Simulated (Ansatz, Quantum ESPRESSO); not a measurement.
**InP (zinc blende): bulk modulus from a few volumes**

How stiff is zinc blende InP under hydrostatic load? Each row scales the relaxed cell evenly and relaxes the atoms. The phase is followed to these pressures whether or not it stays the stable one.

Calculated with Quantum ESPRESSO 7.5, LDA, GBRV 1.5 ultrasoft potentials, cutoff 680 eV, Fermi–Dirac smearing 0.02 eV, k-mesh 8×8×8, no spin polarisation, no spin-orbit coupling.

Reference cell, relaxed at zero pressure with LDA (F-43m): a = 4.1176 Å, b = 4.1176 Å, c = 4.1176 Å, α = 60.00°, β = 60.00°, γ = 60.00°.

```
atom       x       y       z
  In  0.0000  0.0000  0.0000
   P  0.7500  0.7500  0.7500
```

| V (Å³/atom) | V/V0 | P (GPa) | E − E0 (meV/atom) |
| --- | --- | --- | --- |
| 23.2008 | 0.9400 | 5.072 | 23.0 |
| 23.6944 | 0.9600 | 3.182 | 9.9 |
| 24.1880 | 0.9800 | 1.489 | 2.5 |
| 25.1753 | 1.0200 | −1.378 | 1.9 |
| 25.6689 | 1.0400 | −2.585 | 7.7 |

V0 = 24.6817 Å³ an atom, where the residual pressure P0 is −0.025 GPa. **Question.** Fit the Birch–Murnaghan law and give the pressure and the energy at V = 26.1626 Å³ an atom, a row left out above.

With the Eulerian strain f = ½[(V0/V)^(2/3) − 1] and F = (P − P0)/[3f(1 + 2f)^(5/2)], the third-order law is the line F = B0 + (3/2) B0 (B′ − 4) f.

| f | F (GPa) |
| --- | --- |
| 0.02106 | 72.78 |
| 0.01379 | 72.40 |
| 0.00678 | 71.96 |
| −0.00656 | 71.09 |
| −0.01290 | 70.60 |

A straight line through the 5 rows: the means are 0.004434 for f and 71.766 for F, Σ(Δx)² = 0.0007908 and ΣΔxΔy = 0.05089, so the slope is 0.05089/0.0007908 = 64.351 and the intercept 71.766 − (64.351)(0.004434) = 71.481.

Hence B0 = 71.5 GPa and B′ = 4 + (64.4)/(1.5 × 71.5) = 4.60. For the withheld volume f = −0.01905, F = 70.25 GPa and P = −3.67 GPa, an extrapolation past the fitted rows. The run itself gives −3.66 GPa, so the estimate misses by 0.01 GPa, a rounding's worth.

Integrating the same law gives E − E0 = (9/2) B0 V0 f²[1 + (B′ − 4) f] + P0(V0 − V), with 1 GPa Å³ = 6.2415 meV: 18.0 meV an atom. The run itself gives 17.1 meV, so the estimate misses by 0.9 meV; the fitted rows themselves lie up to 1.0 meV off the law.

The same fit over all rows at other levels or in other programs gives B0 = 68 GPa with r2SCAN (Ansatz), 67 GPa with PBEsol (Quantum ESPRESSO, GBRV) and 67 GPa with PBEsol (Quantum ESPRESSO, PseudoDojo).

[Logs are printed without paths, hosts, clocks, repeated set-up lines and the standing remarks that a program may print on its own settings, such as how far it seeks lower states.]
